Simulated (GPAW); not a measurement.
**Ag2PdO2 (Immm): the Ag L₃ absorption edge**

How does the Ag L₃ edge of Ag2PdO2 (Immm) move when the bonds are compressed or stretched?

Main program and level: GPAW 26.7.0; X-ray absorption from dipole matrix elements to empty bands, plane-wave PAW LDA.

Most raw output is cut from this account.

### 1. Set-up

The structure is orthorhombic, space group Immm (No. 71). Conventional cell: a = 3.008 Å, b = 4.555 Å, c = 9.898 Å, α = 90.00°, β = 90.00°, γ = 90.00°. Ag has 4 O at 2.28 to 2.65 Å nearest. Nearest to Pd lie 4 O at 2.03 Å. Nearest to O lie 2 Pd at 2.03 Å and 4 Ag at 2.28 to 2.65 Å. Farther neighbours and most contacts between anions are not listed.

### 2. Ground state of the crystal

A plain self-consistent run shows whether there is a gap, which decides the set-up of the core-hole run.

scf.py

```python
import numpy as np
from ase import Atoms
from ase.parallel import parprint, paropen
from gpaw import GPAW, PW, FermiDirac, Mixer, MixerDif, setup_paths
from gpaw.test import gen
setup_paths.insert(0, '.')
gen('Ag', name='nch2p', xcname='LDA', corehole=(2, 1, 0), write_xml=True)
from gpaw.mpi import world
world.barrier()

atoms = Atoms('Ag2PdO2',
    cell=[[-1.504015, 2.277615, 4.94885],
     [1.504015, -2.277615, 4.94885],
     [1.504015, 2.277615, -4.94885]],
    scaled_positions=[[0.64242, 0.64242, 0],
     [0.35758, 0.35758, 0],
     [0, 0, 0],
     [0.1373, 0.6373, 0.5],
     [0.8627, 0.3627, 0.5]],
    pbc=True)
atoms.calc = calc = GPAW(legacy_gpaw=True, mode=PW(500), xc='LDA', setups={0: 'nch2p'},
    kpts={'size': (8, 8, 8), 'gamma': True}, occupations=FermiDirac(0.05),
    charge=0, mixer=Mixer(0.1, 5, 50), maxiter=150,
    convergence={'density': 0.0001}, txt='scf.txt')
energy = atoms.get_potential_energy() + calc.get_reference_energy()
ef = calc.get_fermi_level()
out = dict(energy=energy, fermi=ef, forces=atoms.get_forces().tolist())
parprint(f'all-electron energy {energy:.4f} eV, Fermi level {ef:.4f} eV')
ev = np.array([[calc.get_eigenvalues(k, s) for k in range(len(calc.get_ibz_k_points()))] for s in range(calc.get_number_of_spins())])
out['homo'], out['lumo'], out['counts'] = ev[ev < ef].max(), ev[ev > ef].min(), sorted(set((ev < ef).sum((0, 2)).tolist()))
out['filled'] = (ev[:, 0] < ef).sum(1).tolist()
import json
with paropen('out.json', 'w') as f:
    json.dump(out, f)
```

Started as:

```sh
$ OMP_NUM_THREADS=1 mpirun -n 2 gpaw python scf.py
```

Wall time 2 min (2 MPI ranks of Arm Neoverse V2, shared host); peak memory 0.32 GiB.

The mesh shows no gap, so the system is treated as a metal and the core electron is put at the Fermi level (neutral cell).

### 3. Reference energy of the supercell

The photon energy needs a difference of total energies, so the cell and mesh of the coming hole run are first run without a hole.

Changes to scf.py since step 2:

```diff
@@ -10,14 +10,19 @@
 
-atoms = Atoms('Ag2PdO2',
-    cell=[[-1.504015, 2.277615, 4.94885],
-     [1.504015, -2.277615, 4.94885],
-     [1.504015, 2.277615, -4.94885]],
-    scaled_positions=[[0.64242, 0.64242, 0],
-     [0.35758, 0.35758, 0],
+atoms = Atoms('Ag4Pd2O4',
+    cell=[[3.00803, -4.55523, 0],
+     [3.00803, 4.55523, 0],
+     [-1.504015, 2.277615, 4.94885]],
+    scaled_positions=[[0.64242, 0, 0.28484],
+     [0.14242, 0.5, 0.28484],
+     [0.35758, 0, 0.71516],
+     [0.85758, 0.5, 0.71516],
      [0, 0, 0],
-     [0.1373, 0.6373, 0.5],
-     [0.8627, 0.3627, 0.5]],
+     [0.5, 0.5, 0],
+     [0.3873, 0.25, 0.2746],
+     [0.8873, 0.75, 0.2746],
+     [0.1127, 0.25, 0.7254],
+     [0.6127, 0.75, 0.7254]],
     pbc=True)
 atoms.calc = calc = GPAW(legacy_gpaw=True, mode=PW(500), xc='LDA', setups={0: 'nch2p'},
-    kpts={'size': (8, 8, 8), 'gamma': True}, occupations=FermiDirac(0.05),
+    kpts={'size': (4, 3, 4), 'gamma': True}, occupations=FermiDirac(0.1),
     charge=0, mixer=Mixer(0.1, 5, 50), maxiter=150,
```

The job ended after 70 s (2 MPI ranks; peak memory 0.31 GiB; 2.3 min of CPU time).

Reference energy: -860215.769 eV with the cores included.

### 4. Spectrum with XCH, Ag atom 1

The holes are 5.5 Å apart. In GPAW the data set carries the hole's charge, so charge=0 means a charged cell and charge=-1 a neutral one. The excited electron is kept in the cell, where it fills the lowest empty states and screens the hole. After the field has converged, empty bands are computed with the density fixed and the dipole matrix elements are summed.

The absorber has 2 O at 2.28 Å and 2 O at 2.65 Å (4-fold, site symmetry mm2).

xas.py

```python
import numpy as np
from ase import Atoms
from ase.parallel import parprint, paropen
from gpaw import GPAW, PW, FermiDirac, Mixer, MixerDif, setup_paths
from gpaw.test import gen
setup_paths.insert(0, '.')
gen('Ag', name='fch2p', xcname='LDA', corehole=(2, 1, 1), write_xml=True)
from gpaw.mpi import world
world.barrier()

atoms = Atoms('Ag4Pd2O4',
    cell=[[3.00803, -4.55523, 0],
     [3.00803, 4.55523, 0],
     [-1.504015, 2.277615, 4.94885]],
    scaled_positions=[[0.64242, 0, 0.28484],
     [0.14242, 0.5, 0.28484],
     [0.35758, 0, 0.71516],
     [0.85758, 0.5, 0.71516],
     [0, 0, 0],
     [0.5, 0.5, 0],
     [0.3873, 0.25, 0.2746],
     [0.8873, 0.75, 0.2746],
     [0.1127, 0.25, 0.7254],
     [0.6127, 0.75, 0.7254]],
    pbc=True)
atoms.calc = calc = GPAW(legacy_gpaw=True, mode=PW(500), xc='LDA', setups={0: 'fch2p'},
    kpts={'size': (4, 3, 4), 'gamma': True}, occupations=FermiDirac(0.1),
    charge=-1, mixer=Mixer(0.1, 5, 50), maxiter=150,
    convergence={'density': 0.0001}, txt='scf.txt')
energy = atoms.get_potential_energy() + calc.get_reference_energy()
ef = calc.get_fermi_level()
out = dict(energy=energy, fermi=ef, forces=atoms.get_forces().tolist())
parprint(f'all-electron energy {energy:.4f} eV, Fermi level {ef:.4f} eV')
ev = np.array([[calc.get_eigenvalues(k, s) for k in range(len(calc.get_ibz_k_points()))] for s in range(calc.get_number_of_spins())])
out['homo'], out['lumo'], out['counts'] = ev[ev < ef].max(), ev[ev > ef].min(), sorted(set((ev < ef).sum((0, 2)).tolist()))
out['filled'] = (ev[:, 0] < ef).sum(1).tolist()

from ase.units import Ha
from gpaw.xas import dipole_matrix_elements
nb = int(calc.get_number_of_electrons() / 2) + 94
top, nb = nb, nb + 8 + nb // 12
nscf = calc.fixed_density(kpts={'size': (4, 4, 4), 'gamma': True}, nbands=nb,
    convergence={'bands': top, 'eigenstates': 1e-5}, maxiter=60, txt='nscf.txt')
cell = atoms.cell.array
ops = [cell.T @ U.T @ np.linalg.inv(cell.T) for U in nscf.wfs.kd.symmetry.op_scc]
E = np.arange(-6, 34, 0.1)
fwhm = np.interp(E, [4, 25], [2.4, 3.5])
Y, X, zero, highest = 0, 0, 1e9, 1e9
for spin in range(nscf.get_number_of_spins()):
    wfs = nscf.wfs
    A = dipole_matrix_elements(wfs.setups[0])
    eps = np.zeros((wfs.kd.nibzkpts, nb))
    d = np.zeros((3, A.shape[1], wfs.kd.nibzkpts, nb), complex)
    for kpt in wfs.kpt_u:
        if kpt.s == spin and 0 in kpt.P_ani:
            eps[kpt.k] = kpt.eps_n * Ha
            d[:, :, kpt.k] = (kpt.weight * wfs.nspins / 2) ** 0.5 * np.inner(A, kpt.P_ani[0])
    world.sum(eps)
    world.sum(d)
    T = np.einsum('amkn,bmkn->abkn', d, d.conj()).real
    T = sum(np.einsum('ai,ijkn,bj->abkn', R, T, R) for R in ops) / len(ops)
    empty = eps > ef
    zero, highest = min(zero, eps[empty].min()), min(highest, eps[:, top - 1].min())
    lines = [(eps, T, empty)] if spin == 0 else lines + [(eps, T, empty)]
for eps, T, empty in lines:
    f = np.einsum('aakn->akn', T).reshape(3, -1)
    x = eps.ravel() - zero
    w = np.interp(x, E, fwhm) / 2.35482
    g = np.exp(-0.5 * ((E[:, None] - x) / w) ** 2) / (w * (2 * np.pi) ** 0.5)
    Y = Y + (f * empty.ravel()) @ g.T
    X = X + (f * ~empty.ravel()) @ g.T
out.update(E=E.round(2).tolist(), xas=Y.tolist(), xes=X.tolist(), zero=zero, valid=highest - zero, nk=len(eps), nb=nb)
for i in range(0, len(E), 10):
    parprint(f'{E[i]:7.2f}', *(f'{v:10.3e}' for v in Y[:, i]))
import json
with paropen('out.json', 'w') as f:
    json.dump(out, f)
```

Started as:

```sh
$ OMP_NUM_THREADS=1 mpirun -n 2 gpaw python xas.py
```

Wall time 3.5 min (2 MPI ranks); peak memory 0.52 GiB; 7.1 min of CPU time.

The Ag L₃ spectrum, Ag atom 1, excited-electron core hole (neutral cell) (energy from the lowest empty level; intensity scaled to a mean of 1 over the first 20 eV; polarised curves are means over the symmetry-equivalent atoms):

```
E (eV)  isotropic  ε ∥ x  ε ∥ y  ε ∥ z
 -2.00       0.02   0.02   0.01   0.02
 -1.25       0.08   0.09   0.05   0.10
 -0.50       0.22   0.25   0.16   0.27
  0.25       0.42   0.48   0.30   0.48
  1.00       0.54   0.67   0.37   0.58
  1.75       0.53   0.77   0.31   0.52
  2.50       0.48   0.78   0.22   0.43
  3.25       0.45   0.72   0.19   0.45
  4.00       0.48   0.64   0.24   0.56
  4.75       0.55   0.62   0.36   0.67
  5.50       0.65   0.67   0.51   0.76
  6.25       0.78   0.80   0.68   0.88
  7.00       0.90   0.90   0.79   0.99
  7.75       0.92   0.93   0.82   1.01
  8.50       0.91   0.91   0.81   1.02
  9.25       0.97   0.97   0.84   1.10
 10.00       1.09   1.11   0.92   1.22
 10.75       1.20   1.27   1.04   1.29
 11.50       1.29   1.36   1.19   1.30
 12.25       1.34   1.38   1.33   1.31
 13.00       1.34   1.33   1.38   1.30
 13.75       1.26   1.25   1.29   1.25
 14.50       1.14   1.15   1.12   1.17
 15.25       1.05   1.07   0.98   1.10
 16.00       1.04   1.06   0.96   1.11
 16.75       1.14   1.16   1.05   1.21
 17.50       1.31   1.37   1.21   1.37
 18.25       1.54   1.63   1.41   1.57
 19.00       1.79   1.91   1.66   1.80
 19.75       2.03   2.13   1.94   2.01
 20.50       2.21   2.25   2.21   2.17
 21.25       2.30   2.26   2.42   2.24
 22.00       2.32   2.19   2.53   2.24
 22.75       2.27   2.09   2.54   2.17
 23.50       2.16   1.96   2.45   2.05
 24.25       2.00   1.82   2.30   1.89
 25.00       1.84   1.66   2.12   1.73
 25.75       1.67   1.51   1.93   1.58
 26.50       1.54   1.39   1.76   1.48
 27.25       1.45   1.32   1.62   1.41
 28.00       1.38   1.28   1.50   1.37
 28.75       1.33   1.25   1.40   1.33
 29.50       1.28   1.23   1.31   1.29
 30.25       1.24   1.21   1.25   1.26
 31.00       1.21   1.20   1.22   1.22
 31.75       1.20   1.20   1.21   1.19
```

Main maxima below 30 eV (height): 1.4 eV (0.55), 12.6 eV (1.35) and 21.8 eV (2.32). At an L edge the dipole rule selects empty d (and weakly s) states on the absorber, and this run shows no strong white line at the onset.

The energy difference (zero at 3396 eV) isn't read as a photon energy: for so heavy an absorber the terms left out (core spin–orbit splitting, the hole's spin, the functional's error) amount to tens of eV or more.

### 5. Reference energy of the supercell

The cell and mesh change for the next run, so it gets a reference energy of its own.

The cell differs from the one that the last finished run ended in (a 5.459 → 5.290 Å, b 5.459 → 5.290 Å, c 5.652 → 5.477 Å).

Changes to scf.py since step 3:

```diff
@@ -11,5 +11,5 @@
 atoms = Atoms('Ag4Pd2O4',
-    cell=[[3.00803, -4.55523, 0],
-     [3.00803, 4.55523, 0],
-     [-1.504015, 2.277615, 4.94885]],
+    cell=[[2.91493781, -4.41425524, 0],
+     [2.91493781, 4.41425524, 0],
+     [-1.45746891, 2.20712762, 4.79569353]],
     scaled_positions=[[0.64242, 0, 0.28484],
@@ -26,3 +26,3 @@
 atoms.calc = calc = GPAW(legacy_gpaw=True, mode=PW(500), xc='LDA', setups={0: 'nch2p'},
-    kpts={'size': (4, 3, 4), 'gamma': True}, occupations=FermiDirac(0.1),
+    kpts={'size': (4, 4, 4), 'gamma': True}, occupations=FermiDirac(0.1),
     charge=0, mixer=Mixer(0.1, 5, 50), maxiter=150,
```

Started as:

```sh
$ OMP_NUM_THREADS=1 mpirun -n 2 gpaw python scf.py
```

Run time: 2 min. Hardware: 2 MPI ranks; peak memory 0.36 GiB.

Reference energy: -860215.731 eV with the cores included.

### 6. Spectrum with XCH, Ag atom 1

Shorter bonds are expected to push antibonding states and scattering resonances up, and longer ones down; the cell is scaled to test that.

Changed against the first core-hole run: volume scale from 1 to 0.91; the field's mesh follows (4×3×4 to 4×4×4).

Changes to xas.py since step 4:

```diff
@@ -11,5 +11,5 @@
 atoms = Atoms('Ag4Pd2O4',
-    cell=[[3.00803, -4.55523, 0],
-     [3.00803, 4.55523, 0],
-     [-1.504015, 2.277615, 4.94885]],
+    cell=[[2.91493781, -4.41425524, 0],
+     [2.91493781, 4.41425524, 0],
+     [-1.45746891, 2.20712762, 4.79569353]],
     scaled_positions=[[0.64242, 0, 0.28484],
@@ -26,3 +26,3 @@
 atoms.calc = calc = GPAW(legacy_gpaw=True, mode=PW(500), xc='LDA', setups={0: 'fch2p'},
-    kpts={'size': (4, 3, 4), 'gamma': True}, occupations=FermiDirac(0.1),
+    kpts={'size': (4, 4, 4), 'gamma': True}, occupations=FermiDirac(0.1),
     charge=-1, mixer=Mixer(0.1, 5, 50), maxiter=150,
@@ -39,3 +39,3 @@
 from gpaw.xas import dipole_matrix_elements
-nb = int(calc.get_number_of_electrons() / 2) + 94
+nb = int(calc.get_number_of_electrons() / 2) + 86
 top, nb = nb, nb + 8 + nb // 12
```

Started as:

```sh
$ OMP_NUM_THREADS=1 mpirun -n 2 gpaw python xas.py
```

It took 4.9 min on 2 MPI ranks; peak memory 0.62 GiB.

```
E (eV)  first run  this run
  -2.0       0.02      0.02
  -1.0       0.12      0.13
   0.0       0.35      0.40
   1.0       0.54      0.60
   2.0       0.52      0.56
   3.0       0.45      0.49
   4.0       0.48      0.51
   5.0       0.58      0.61
   6.0       0.74      0.77
   7.0       0.90      0.97
   8.0       0.91      1.03
   9.0       0.94      1.01
  10.0       1.09      1.12
  11.0       1.23      1.28
  12.0       1.33      1.37
  13.0       1.34      1.39
  14.0       1.23      1.30
  15.0       1.08      1.12
  16.0       1.04      1.01
  17.0       1.19      1.05
  18.0       1.46      1.23
  19.0       1.79      1.50
  20.0       2.10      1.82
  21.0       2.28      2.09
  22.0       2.32      2.21
  23.0       2.24      2.22
  24.0       2.06      2.15
  25.0       1.84      2.02
  26.0       1.63      1.83
  27.0       1.48      1.64
  28.0       1.38      1.48
  29.0       1.31      1.37
  30.0       1.25      1.29
  31.0       1.21      1.21
  32.0       1.19      1.16
```

The scaled spectrum changes by 9 % r.m.s. The highest intensity below 24 eV goes from 21.8 eV (2.32) to 22.6 eV (2.23).

The photon energy of the zero moves by +0.33 eV.

### 7. Reference energy of the supercell

The cell changes for the next run, so it gets a reference energy of its own.

The cell differs from the one that the last finished run ended in (a 5.290 → 5.347 Å, b 5.290 → 5.347 Å, c 5.477 → 5.536 Å).

Changes to scf.py since step 5:

```diff
@@ -11,5 +11,5 @@
 atoms = Atoms('Ag4Pd2O4',
-    cell=[[2.91493781, -4.41425524, 0],
-     [2.91493781, 4.41425524, 0],
-     [-1.45746891, 2.20712762, 4.79569353]],
+    cell=[[2.9466244, -4.46224003, 0],
+     [2.9466244, 4.46224003, 0],
+     [-1.4733122, 2.23112002, 4.84782471]],
     scaled_positions=[[0.64242, 0, 0.28484],
```

Started as:

```sh
$ OMP_NUM_THREADS=1 mpirun -n 2 gpaw python scf.py
```

Wall time 2 min (2 MPI ranks); peak memory 0.37 GiB.

Reference energy: -860215.879 eV with the cores included.

### 8. Spectrum with XCH, Ag atom 1

Changed against the first core-hole run: volume scale from 1 to 0.94; the field's mesh follows (4×3×4 to 4×4×4).

Changes to xas.py since step 6:

```diff
@@ -11,5 +11,5 @@
 atoms = Atoms('Ag4Pd2O4',
-    cell=[[2.91493781, -4.41425524, 0],
-     [2.91493781, 4.41425524, 0],
-     [-1.45746891, 2.20712762, 4.79569353]],
+    cell=[[2.9466244, -4.46224003, 0],
+     [2.9466244, 4.46224003, 0],
+     [-1.4733122, 2.23112002, 4.84782471]],
     scaled_positions=[[0.64242, 0, 0.28484],
@@ -39,3 +39,3 @@
 from gpaw.xas import dipole_matrix_elements
-nb = int(calc.get_number_of_electrons() / 2) + 86
+nb = int(calc.get_number_of_electrons() / 2) + 89
 top, nb = nb, nb + 8 + nb // 12
```

Started as:

```sh
$ OMP_NUM_THREADS=1 mpirun -n 2 gpaw python xas.py
```

Wall time 5.2 min (2 MPI ranks); peak memory 0.63 GiB.

```
E (eV)  first run  this run
  -2.0       0.02      0.02
  -1.0       0.12      0.13
   0.0       0.35      0.39
   1.0       0.54      0.58
   2.0       0.52      0.55
   3.0       0.45      0.48
   4.0       0.48      0.50
   5.0       0.58      0.60
   6.0       0.74      0.76
   7.0       0.90      0.95
   8.0       0.91      0.99
   9.0       0.94      0.98
  10.0       1.09      1.11
  11.0       1.23      1.26
  12.0       1.33      1.36
  13.0       1.34      1.38
  14.0       1.23      1.27
  15.0       1.08      1.11
  16.0       1.04      1.02
  17.0       1.19      1.09
  18.0       1.46      1.30
  19.0       1.79      1.60
  20.0       2.10      1.92
  21.0       2.28      2.16
  22.0       2.32      2.26
  23.0       2.24      2.25
  24.0       2.06      2.14
  25.0       1.84      1.97
  26.0       1.63      1.77
  27.0       1.48      1.58
  28.0       1.38      1.44
  29.0       1.31      1.35
  30.0       1.25      1.27
  31.0       1.21      1.21
  32.0       1.19      1.17
```

Against the first run the r.m.s. difference is 6 %. The highest intensity below 24 eV goes from 21.8 eV (2.32) to 22.4 eV (2.27).

The photon energy of the zero moves by +0.21 eV.

### 9. Reference energy of the supercell

The cell differs from the one that the last finished run ended in (a 5.347 → 5.618 Å, b 5.347 → 5.618 Å, c 5.536 → 5.816 Å).

Changes to scf.py since step 7:

```diff
@@ -11,5 +11,5 @@
 atoms = Atoms('Ag4Pd2O4',
-    cell=[[2.9466244, -4.46224003, 0],
-     [2.9466244, 4.46224003, 0],
-     [-1.4733122, 2.23112002, 4.84782471]],
+    cell=[[3.09569141, -4.68798064, 0],
+     [3.09569141, 4.68798064, 0],
+     [-1.54784571, 2.34399032, 5.0930717]],
     scaled_positions=[[0.64242, 0, 0.28484],
@@ -26,3 +26,3 @@
 atoms.calc = calc = GPAW(legacy_gpaw=True, mode=PW(500), xc='LDA', setups={0: 'nch2p'},
-    kpts={'size': (4, 4, 4), 'gamma': True}, occupations=FermiDirac(0.1),
+    kpts={'size': (4, 3, 4), 'gamma': True}, occupations=FermiDirac(0.1),
     charge=0, mixer=Mixer(0.1, 5, 50), maxiter=150,
```

Started as:

```sh
$ OMP_NUM_THREADS=1 mpirun -n 2 gpaw python scf.py
```

The job ended after 99 s (2 MPI ranks; peak memory 0.35 GiB; 3.3 min of CPU time).

Reference energy: -860214.895 eV with the cores included.

(Continued in part 2 of 2.)

[Logs are printed without paths, hosts, clocks, repeated set-up lines and the standing remarks that a program may print on its own settings, such as how far it seeks lower states.]

[Hosts, paths, dates, database ids (printed as entryN), source tags and the programs' standing remarks are cut or masked in the printed files.]

[Lists of maxima count a maximum above −3 eV only where it reaches 4 % of the highest in the window and stands out from its surroundings by 2 % of it (1.5 % where it reaches 55 %); shoulders and weaker maxima are passed over, and of the rest the first, up to two pre-edge ones and the few strongest are named.]
